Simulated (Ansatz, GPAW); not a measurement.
**Si/V(110): work function by functional and basis**

How far do functional and basis move the work function of Si/V(110)?

Main program and level: GPAW 26.7.0 and Ansatz 0.2.0; GPAW, PAW setups; slab in vacuum, in the first sound run; inputs show where later runs differ.

### Step 1. The starting structure

The cell holds 5 atoms: 4 V and 1 Si. Cell: a = 2.615 Å, b = 2.615 Å, c = 26.731 Å, α = 90.0°, β = 90.0°, γ = 70.5°. Vacuum lies along c.

### Step 2. Relaxation

Forces are removed first; all later runs use this geometry. The lowest 2 atoms are held at bulk positions and keep their forces.

Input file run.py:

```python
import json
import numpy as np
from ase import Atoms
from ase.constraints import FixAtoms
from ase.optimize import BFGS
from gpaw import GPAW, PW

slab = Atoms(
    ['V', 'V', 'V', 'V', 'Si'],
    positions=[
        [0.00000, 0.00000, 9.00000],
        [2.13546, 0.00000, 11.13546],
        [0.00000, 0.00000, 13.27092],
        [2.13546, 0.00000, 15.40639],
        [0.00000, 0.00000, 17.73101]],
    cell=[[2.13546, -1.51, 0.0], [2.13546, 1.51, 0.0], [0.0, 0.0, 26.73101]],
    pbc=[True, True, False])

slab.calc = GPAW(mode=PW(400), xc='PBE', kpts={'size': (13, 13, 1), 'gamma': True},
                 occupations={'name': 'fermi-dirac', 'width': 0.1}, nbands='200%',
                 convergence={'density': 0.0001}, maxiter=200,
                 poissonsolver={'dipolelayer': 'xy'},
                 symmetry={'tolerance': 1e-3, 'extra_ids': [1, 1, 0, 0, 0]}, txt='slab.txt')
result = {}
slab.set_constraint(FixAtoms([0, 1]))
path = []
opt = BFGS(slab, maxstep=0.2)
opt.attach(lambda: path.append((slab.get_potential_energy(), slab.positions.tolist(), slab.get_forces().tolist())))
result['relaxed'] = bool(opt.run(fmax=0.05, steps=30))
result['path'] = path
energy = slab.get_potential_energy()
fermi = slab.calc.get_fermi_level()
v = slab.calc.get_electrostatic_potential().mean((0, 1)) - fermi
n = slab.calc.get_pseudo_density().mean((0, 1))
L = slab.cell[2, 2]
z = np.arange(len(v)) * L / len(v)
low, high = slab.positions[:, 2].min(), slab.positions[:, 2].max()
below, above = np.interp([low - 6.8, high + 6.8], z, v)
slopes = [np.interp(x, z, np.gradient(v, z)) for x in (low - 6.8, high + 6.8)]
eps = np.array([[slab.calc.get_eigenvalues(k, s) for k in range(len(slab.calc.get_ibz_k_points()))]
                for s in range(slab.calc.get_number_of_spins())]) - fermi
top, bottom = eps[eps < 0].max(), eps[eps > 0].min()
dipole = slab.get_dipole_moment()[2]
print(f'energy {energy:.4f} eV, Fermi level {fermi:.4f} eV, dipole {dipole:.5f} e A')
print(f'potential 6.8 A off the faces, from the Fermi level: lower {below:.4f} eV, upper {above:.4f} eV')
print(f'slope of the potential there: lower {slopes[0]:.5f}, upper {slopes[1]:.5f} eV/A')
print(f'nearest levels on the mesh: {top:.4f} and {bottom:.4f} eV')
print('magnetic moment', round(slab.get_magnetic_moment(), 3))
result.update(energy=energy, fermi=fermi, dipole=dipole, below=below, above=above, slopes=slopes, edges=[top, bottom],
              z=z.tolist(), v=v.tolist(), n=n.tolist(), positions=slab.positions.tolist(),
              forces=slab.get_forces(apply_constraint=False).tolist(), moments=slab.get_magnetic_moments().tolist())
json.dump(result, open('result.json', 'w'))
```

Run with:

```sh
> OMP_NUM_THREADS=1 OPENBLAS_NUM_THREADS=1 python run.py
```

Output:

```text
Step          Energy          fmax
BFGS:    0      -38.046506        0.831080
BFGS:    1      -38.060986        0.785527
BFGS:    2      -38.114850        0.724243
BFGS:    3      -38.131967        0.253777
BFGS:    4      -38.134290        0.204092
BFGS:    5      -38.137817        0.293971
BFGS:    6      -38.142839        0.314887
BFGS:    7      -38.148585        0.223150
BFGS:    8      -38.150667        0.215436
BFGS:    9      -38.152341        0.223259
BFGS:   10      -38.154006        0.219117
BFGS:   11      -38.158317        0.187431
BFGS:   12      -38.162592        0.265375
BFGS:   13      -38.165810        0.140766
BFGS:   14      -38.167380        0.031053
energy -38.0448 eV, Fermi level 0.8477 eV, dipole -0.01619 e A
potential 6.8 A off the faces, from the Fermi level: lower 4.7741 eV, upper 5.1038 eV
slope of the potential there: lower 0.00079, upper -0.00081 eV/A
nearest levels on the mesh: -0.0005 and 0.0027 eV
magnetic moment 0.0
```

It took 75 min on 1 thread of Arm Neoverse V1, shared host; peak memory 0.34 GiB.

This run has no spin polarisation, although V can carry a moment.

The steps of the relaxation:

| step | energy less that of the first step (eV) | largest force (eV/Å) |
| --- | --- | --- |
| 1 | 0.0000 | 0.8311 |
| 2 | -0.0140 | 0.7855 |
| 3 | -0.0668 | 0.7242 |
| 4 | -0.0830 | 0.2538 |
| 5 | -0.0853 | 0.2041 |
| 6 | -0.0886 | 0.2940 |
| 7 | -0.0933 | 0.3149 |
| 8 | -0.0993 | 0.2232 |
| 9 | -0.1018 | 0.2154 |
| 10 | -0.1038 | 0.2233 |
| 11 | -0.1059 | 0.2191 |
| 12 | -0.1113 | 0.1874 |
| 13 | -0.1188 | 0.2654 |
| 14 | -0.1212 | 0.1408 |
| 15 | -0.1225 | 0.0311 |

The atoms that moved most (Å):

| atom | dx | dy | dz | length |
| --- | --- | --- | --- | --- |
| Si5 | 0.000 | 0.000 | -0.311 | 0.311 |
| V4 | 0.000 | 0.000 | -0.074 | 0.074 |
| V3 | 0.000 | 0.000 | -0.036 | 0.036 |

Final coordinates:

```
V Si
1.0
     2.13546   -1.51000    0.00000
     2.13546    1.51000    0.00000
     0.00000    0.00000   26.73101
V Si
4 1
Direct
  0.00000 0.00000 0.33669
  0.50000 0.50000 0.41657
  0.00000 0.00000 0.49512
  0.50000 0.50000 0.57358
  0.00000 0.00000 0.65166
```

This step gave:

```
dipole along the normal                    : -0.01619 e·Å
levels nearest the Fermi level on the mesh : -5.22e-4, 0.002731 eV from the Fermi level
upper work function                        : 5.104 eV
lower work function                        : 4.774 eV
```

The electrostatic potential energy of an electron (without an applied field's), less the Fermi level, planar mean oscillates, so the rows of the table below give means over windows of 2.14 Å about each position, cut where the curve ends. Its maxima inside the range that stand out by 2 % of the span (Å: eV): 10.1: -1.03, 12.2: -1.29, 14.3: -1.31, 16.4: -1.83. Its minima: 9.0: -19.9, 11.1: -19.8, 13.3: -19.7, 15.3: -19.7, 17.4: -20.3.

Table of electrostatic potential energy of an electron (without an applied field's), less the Fermi level, planar mean by z; means over each step:

| z (Å) | electrostatic potential energy of an electron (without an applied field's), less the Fermi level, planar mean (eV) |
| --- | --- |
| 1.07 | 4.79 |
| 3.21 | 4.78 |
| 5.35 | 4.75 |
| 7.49 | 1.17 |
| 9.63 | -9.34 |
| 11.77 | -9.48 |
| 13.91 | -9.48 |
| 16.05 | -9.89 |
| 18.19 | -5.63 |
| 20.33 | 5.04 |
| 22.47 | 5.11 |
| 24.61 | 5.10 |

The pseudo valence density, planar mean oscillates, so the rows of the table below give means over windows of 2.14 Å about each position, cut where the curve ends. Its maxima inside the range that stand out by 2 % of the span (Å: e/Å³): 9.0: 2.33, 11.1: 2.31, 13.3: 2.31, 15.4: 2.27. Its minima: 10.1: 0.268, 12.2: 0.276, 14.3: 0.280.

Pseudo valence density, planar mean against z; means over each step:

| z (Å) | pseudo valence density, planar mean (e/Å³) |
| --- | --- |
| 3.21 | 5.9e-6 |
| 5.35 | 9.2e-4 |
| 7.49 | 0.125 |
| 9.63 | 0.946 |
| 11.77 | 0.961 |
| 13.91 | 0.965 |
| 16.05 | 0.875 |
| 18.19 | 0.182 |
| 20.33 | 0.00311 |
| 22.47 | 7.2e-6 |

The relaxation lowered the energy of the cell by 0.122 eV (energies extrapolated to zero smearing; the optimiser's log prints free energies). The largest force left on a free atom is 0.031 eV/Å.

### Step 3. The slab's potential

The work function is the vacuum plateau of the electrostatic potential less the Fermi level; a dipole layer lets the two faces have plateaus of their own.

Changes to run.py since step 2:

```diff
@@ -3,4 +3,2 @@
 from ase import Atoms
-from ase.constraints import FixAtoms
-from ase.optimize import BFGS
 from gpaw import GPAW, PW
@@ -12,5 +10,5 @@
         [2.13546, 0.00000, 11.13546],
-        [0.00000, 0.00000, 13.27092],
-        [2.13546, 0.00000, 15.40639],
-        [0.00000, 0.00000, 17.73101]],
+        [0.00000, 0.00000, 13.23503],
+        [2.13546, -0.00000, 15.33236],
+        [-0.00000, 0.00000, 17.41964]],
     cell=[[2.13546, -1.51, 0.0], [2.13546, 1.51, 0.0], [0.0, 0.0, 26.73101]],
@@ -20,12 +18,6 @@
                  occupations={'name': 'fermi-dirac', 'width': 0.1}, nbands='200%',
-                 convergence={'density': 0.0001}, maxiter=200,
+                 convergence={'density': 1e-05}, maxiter=200,
                  poissonsolver={'dipolelayer': 'xy'},
-                 symmetry={'tolerance': 1e-3, 'extra_ids': [1, 1, 0, 0, 0]}, txt='slab.txt')
+                 symmetry={'tolerance': 1e-3}, txt='slab.txt')
 result = {}
-slab.set_constraint(FixAtoms([0, 1]))
-path = []
-opt = BFGS(slab, maxstep=0.2)
-opt.attach(lambda: path.append((slab.get_potential_energy(), slab.positions.tolist(), slab.get_forces().tolist())))
-result['relaxed'] = bool(opt.run(fmax=0.05, steps=30))
-result['path'] = path
 energy = slab.get_potential_energy()
```

Output:

```text
energy -38.0448 eV, Fermi level 0.8478 eV, dipole -0.01177 e A
potential 6.8 A off the faces, from the Fermi level: lower 4.7760 eV, upper 5.1062 eV
slope of the potential there: lower 0.00002, upper 0.00003 eV/A
nearest levels on the mesh: -0.0004 and 0.0031 eV
magnetic moment 0.0
```

Wall time 6.1 min (1 thread); peak memory 0.34 GiB.

Numbers from this step:

```
dipole along the normal                    : -0.01177 e·Å
levels nearest the Fermi level on the mesh : -3.74e-4, 0.003055 eV from the Fermi level
upper work function                        : 5.106 eV
lower work function                        : 4.776 eV
```

The electrostatic potential energy of an electron (without an applied field's), less the Fermi level, planar mean oscillates, so the rows of the table below give means over windows of 2.14 Å about each position, cut where the curve ends. Its maxima inside the range that stand out by 2 % of the span (Å: eV): 10.1: -1.03, 12.2: -1.29, 14.3: -1.31, 16.4: -1.83. Its minima: 9.0: -19.9, 11.1: -19.8, 13.3: -19.7, 15.3: -19.7, 17.4: -20.3.

The electrostatic potential energy of an electron (without an applied field's), less the Fermi level, planar mean by z; means over each step:

| z (Å) | electrostatic potential energy of an electron (without an applied field's), less the Fermi level, planar mean (eV) |
| --- | --- |
| 1.07 | 4.79 |
| 3.21 | 4.78 |
| 5.35 | 4.75 |
| 7.49 | 1.17 |
| 9.63 | -9.34 |
| 11.77 | -9.48 |
| 13.91 | -9.48 |
| 16.05 | -9.89 |
| 18.19 | -5.63 |
| 20.33 | 5.04 |
| 22.47 | 5.11 |
| 24.61 | 5.11 |

The pseudo valence density, planar mean oscillates, so the rows of the table below give means over windows of 2.14 Å about each position, cut where the curve ends. Its maxima inside the range that stand out by 2 % of the span (Å: e/Å³): 9.0: 2.33, 11.1: 2.31, 13.3: 2.31, 15.4: 2.27. Its minima: 10.1: 0.268, 12.2: 0.276, 14.3: 0.280.

Pseudo valence density, planar mean against z; means over each step:

z (Å), pseudo valence density, planar mean (e/Å³) and a bar:
```
     3.21       0.00 
     5.35       0.00 
     7.49       0.12 ####
     9.63       0.95 #############################
    11.77       0.96 ##############################
    13.91       0.97 ##############################
    16.05       0.87 ###########################
    18.19       0.18 ######
    20.33       0.00 
    22.47       0.00
```

Force by atom:

| atom | x (eV/Å) | y (eV/Å) | z (eV/Å) | size |
| --- | --- | --- | --- | --- |
| V1 | 0.000 | 0.000 | 0.481 | 0.481 |
| V2 | 0.000 | 0.000 | -0.453 | 0.453 |
| V3 | 0.000 | 0.000 | -0.005 | 0.005 |
| V4 | 0.000 | 0.000 | 0.005 | 0.005 |
| Si5 | 0.000 | 0.000 | -0.029 | 0.029 |

The potential is flat to 3.3e-5 eV/Å where it is read, so the vacuum is wide enough.

### Step 4. Self-consistent run: xc = "vdW-DF2"

The same geometry under vdW-DF2, to see how far the functional moves the levels against the vacuum (the van der Waals functionals take revPBE setups).

Changes to run.py since step 3:

```diff
@@ -16,3 +16,3 @@
 
-slab.calc = GPAW(mode=PW(400), xc='PBE', kpts={'size': (13, 13, 1), 'gamma': True},
+slab.calc = GPAW(mode=PW(400), xc='vdW-DF2', kpts={'size': (13, 13, 1), 'gamma': True},
                  occupations={'name': 'fermi-dirac', 'width': 0.1}, nbands='200%',
```

Output:

```text
energy -231.2944 eV, Fermi level 0.7541 eV, dipole -0.01164 e A
potential 6.8 A off the faces, from the Fermi level: lower 4.9735 eV, upper 5.3003 eV
slope of the potential there: lower -0.00008, upper 0.00008 eV/A
nearest levels on the mesh: -0.0009 and 0.0056 eV
magnetic moment 0.0
```

Run time: 6.4 min. Hardware: 1 thread; peak memory 0.47 GiB.

Numbers from this step:

- dipole along the normal: -0.01164 e·Å
- levels nearest the Fermi level on the mesh: -8.83e-4, 0.005629 eV from the Fermi level
- upper work function: 5.300 eV
- lower work function: 4.973 eV

The electrostatic potential energy of an electron (without an applied field's), less the Fermi level, planar mean by z:

| z (Å) | electrostatic potential energy of an electron (without an applied field's), less the Fermi level, planar mean (eV) |
| --- | --- |
| 0.0 | 5.14 |
| 0.5 | 4.97 |
| 1.0 | 4.97 |
| 1.5 | 4.97 |
| 2.0 | 4.97 |
| 2.5 | 4.97 |
| 3.0 | 4.97 |
| 3.5 | 4.97 |
| 4.0 | 4.97 |
| 4.5 | 4.97 |
| 5.0 | 4.96 |
| 5.5 | 4.95 |
| 6.0 | 4.89 |
| 6.5 | 4.73 |
| 7.0 | 4.28 |
| 7.5 | 3.04 |
| 8.0 | -0.334 |
| 8.5 | -9.50 |
| 9.0 | -19.7 |
| 9.5 | -9.15 |
| 10.0 | -1.42 |
| 10.5 | -5.80 |
| 11.0 | -18.5 |
| 11.5 | -12.9 |
| 12.0 | -2.40 |
| 12.5 | -3.98 |
| 13.0 | -16.4 |
| 13.5 | -15.6 |
| 14.0 | -3.49 |
| 14.5 | -2.69 |
| 15.0 | -13.8 |
| 15.5 | -18.1 |
| 16.0 | -5.64 |
| 16.5 | -2.35 |
| 17.0 | -11.5 |
| 17.5 | -19.6 |
| 18.0 | -6.58 |
| 18.5 | 1.74 |
| 19.0 | 4.31 |
| 19.5 | 5.04 |
| 20.0 | 5.23 |
| 20.5 | 5.28 |
| 21.0 | 5.30 |
| 21.5 | 5.30 |
| 22.0 | 5.30 |
| 22.5 | 5.30 |
| 23.0 | 5.30 |
| 23.5 | 5.30 |
| 24.0 | 5.30 |
| 24.5 | 5.30 |
| 25.0 | 5.30 |
| 25.5 | 5.30 |
| 26.0 | 5.30 |
| 26.5 | 5.24 |

The pseudo valence density, planar mean oscillates, so the rows of the table below give means over windows of 2.14 Å about each position, cut where the curve ends. Its maxima inside the range that stand out by 2 % of the span (Å: e/Å³): 9.0: 2.34, 11.1: 2.32, 13.3: 2.32, 15.4: 2.28. Its minima: 10.1: 0.260, 12.2: 0.269, 14.3: 0.273.

Table of pseudo valence density, planar mean by z; means over each step:

z (Å), pseudo valence density, planar mean (e/Å³) and a bar:
```
     3.21       0.00 
     5.35       0.00 
     7.49       0.12 ####
     9.63       0.95 #############################
    11.77       0.96 ##############################
    13.91       0.97 ##############################
    16.05       0.88 ###########################
    18.19       0.18 ######
    20.33       0.00 
    22.47       0.00
```

Force by atom:

| atom | x (eV/Å) | y (eV/Å) | z (eV/Å) | size |
| --- | --- | --- | --- | --- |
| V1 | 0.000 | 0.000 | 0.060 | 0.060 |
| V2 | 0.000 | 0.000 | -0.448 | 0.448 |
| V3 | 0.000 | 0.000 | -0.022 | 0.022 |
| V4 | 0.000 | 0.000 | 0.049 | 0.049 |
| Si5 | 0.000 | 0.000 | 0.358 | 0.358 |

The upper face's work function is 5.300 eV, against 5.106 eV in the first plane-wave PBE run at this geometry.

### Step 5. Self-consistent run: xc = "RPBE"

The same geometry under RPBE, to see how far the functional moves the levels against the vacuum.

Changes to run.py since step 4:

```diff
@@ -16,3 +16,3 @@
 
-slab.calc = GPAW(mode=PW(400), xc='vdW-DF2', kpts={'size': (13, 13, 1), 'gamma': True},
+slab.calc = GPAW(mode=PW(400), xc='RPBE', kpts={'size': (13, 13, 1), 'gamma': True},
                  occupations={'name': 'fermi-dirac', 'width': 0.1}, nbands='200%',
```

Output:

```text
energy -35.9125 eV, Fermi level 0.9481 eV, dipole -0.01347 e A
potential 6.8 A off the faces, from the Fermi level: lower 4.6555 eV, upper 5.0334 eV
slope of the potential there: lower 0.00001, upper 0.00003 eV/A
nearest levels on the mesh: -0.0005 and 0.0006 eV
magnetic moment 0.0
```

The job ended after 5.8 min (1 thread; peak memory 0.34 GiB).

Numbers from this step:

| Property | Result |
| --- | --- |
| dipole along the normal | -0.01347 e·Å |
| levels nearest the Fermi level on the mesh | -4.98e-4, 5.59e-4 eV from the Fermi level |
| upper work function | 5.033 eV |
| lower work function | 4.655 eV |

The upper face's work function is 5.033 eV, against 5.106 eV in the first plane-wave PBE run at this geometry.

### Step 6. OptPBE vdW: xc = "optPBE-vdW"

The same geometry under optPBE-vdW, to see how far the functional moves the levels against the vacuum (the van der Waals functionals take revPBE setups).

Changes to run.py since step 5:

```diff
@@ -16,3 +16,3 @@
 
-slab.calc = GPAW(mode=PW(400), xc='RPBE', kpts={'size': (13, 13, 1), 'gamma': True},
+slab.calc = GPAW(mode=PW(400), xc='optPBE-vdW', kpts={'size': (13, 13, 1), 'gamma': True},
                  occupations={'name': 'fermi-dirac', 'width': 0.1}, nbands='200%',
```

Output:

```text
energy -75.4025 eV, Fermi level 0.7706 eV, dipole -0.01205 e A
potential 6.8 A off the faces, from the Fermi level: lower 4.9045 eV, upper 5.2426 eV
slope of the potential there: lower 0.00001, upper 0.00004 eV/A
nearest levels on the mesh: -0.0102 and 0.0031 eV
magnetic moment 0.0
```

It took 6.9 min on 1 thread; peak memory 0.47 GiB.

Numbers from this step:

```
dipole along the normal                    : -0.01205 e·Å
levels nearest the Fermi level on the mesh : -0.01024, 0.003067 eV from the Fermi level
upper work function                        : 5.243 eV
lower work function                        : 4.904 eV
```

The electrostatic potential energy of an electron (without an applied field's), less the Fermi level, planar mean oscillates, so the rows of the table below give means over windows of 2.14 Å about each position, cut where the curve ends. Its maxima inside the range that stand out by 2 % of the span (Å: eV): 10.1: -1.11, 12.2: -1.38, 14.3: -1.39, 16.4: -1.89. Its minima: 9.0: -19.8, 11.1: -19.7, 13.3: -19.6, 15.3: -19.6, 17.4: -20.3.

The electrostatic potential energy of an electron (without an applied field's), less the Fermi level, planar mean by z; means over each step:

| z (Å) | electrostatic potential energy of an electron (without an applied field's), less the Fermi level, planar mean (eV) |
| --- | --- |
| 1.07 | 4.92 |
| 3.21 | 4.90 |
| 5.35 | 4.87 |
| 7.49 | 1.21 |
| 9.63 | -9.32 |
| 11.77 | -9.46 |
| 13.91 | -9.46 |
| 16.05 | -9.87 |
| 18.19 | -5.61 |
| 20.33 | 5.16 |
| 22.47 | 5.24 |
| 24.61 | 5.24 |

The upper face's work function is 5.243 eV, against 5.106 eV in the first plane-wave PBE run at this geometry.

### Step 7. Real-space grid: mode = "fd"

A real-space grid is a second complete basis, so it checks the plane-wave result.

Changes to run.py since step 6:

```diff
@@ -3,3 +3,3 @@
 from ase import Atoms
-from gpaw import GPAW, PW
+from gpaw import GPAW
 
@@ -16,3 +16,3 @@
 
-slab.calc = GPAW(mode=PW(400), xc='optPBE-vdW', kpts={'size': (13, 13, 1), 'gamma': True},
+slab.calc = GPAW(mode='fd', h=0.18, xc='PBE', kpts={'size': (13, 13, 1), 'gamma': True},
                  occupations={'name': 'fermi-dirac', 'width': 0.1}, nbands='200%',
```

Output:

```text
energy -38.2215 eV, Fermi level -4.9408 eV, dipole -0.01182 e A
potential 6.8 A off the faces, from the Fermi level: lower 4.7750 eV, upper 5.1067 eV
slope of the potential there: lower -0.00001, upper 0.00000 eV/A
nearest levels on the mesh: -0.0009 and 0.0033 eV
magnetic moment 0.0
```

It took 19 min on 1 thread; peak memory 1.3 GiB.

Numbers from this step:

```
dipole along the normal                    : -0.01182 e·Å
levels nearest the Fermi level on the mesh : -9.43e-4, 0.003295 eV from the Fermi level
upper work function                        : 5.107 eV
lower work function                        : 4.775 eV
```

The upper face's work function is 5.107 eV, against 5.106 eV in the first plane-wave PBE run at this geometry.

[end of part 1 of 3]

[Logs are printed without paths, hosts, clocks, repeated set-up lines and the standing remarks that a program may print on its own settings, such as how far it seeks lower states.]

[Hosts, paths, dates, database ids (printed as entryN), source tags and the programs' standing remarks are cut or masked in the printed files.]
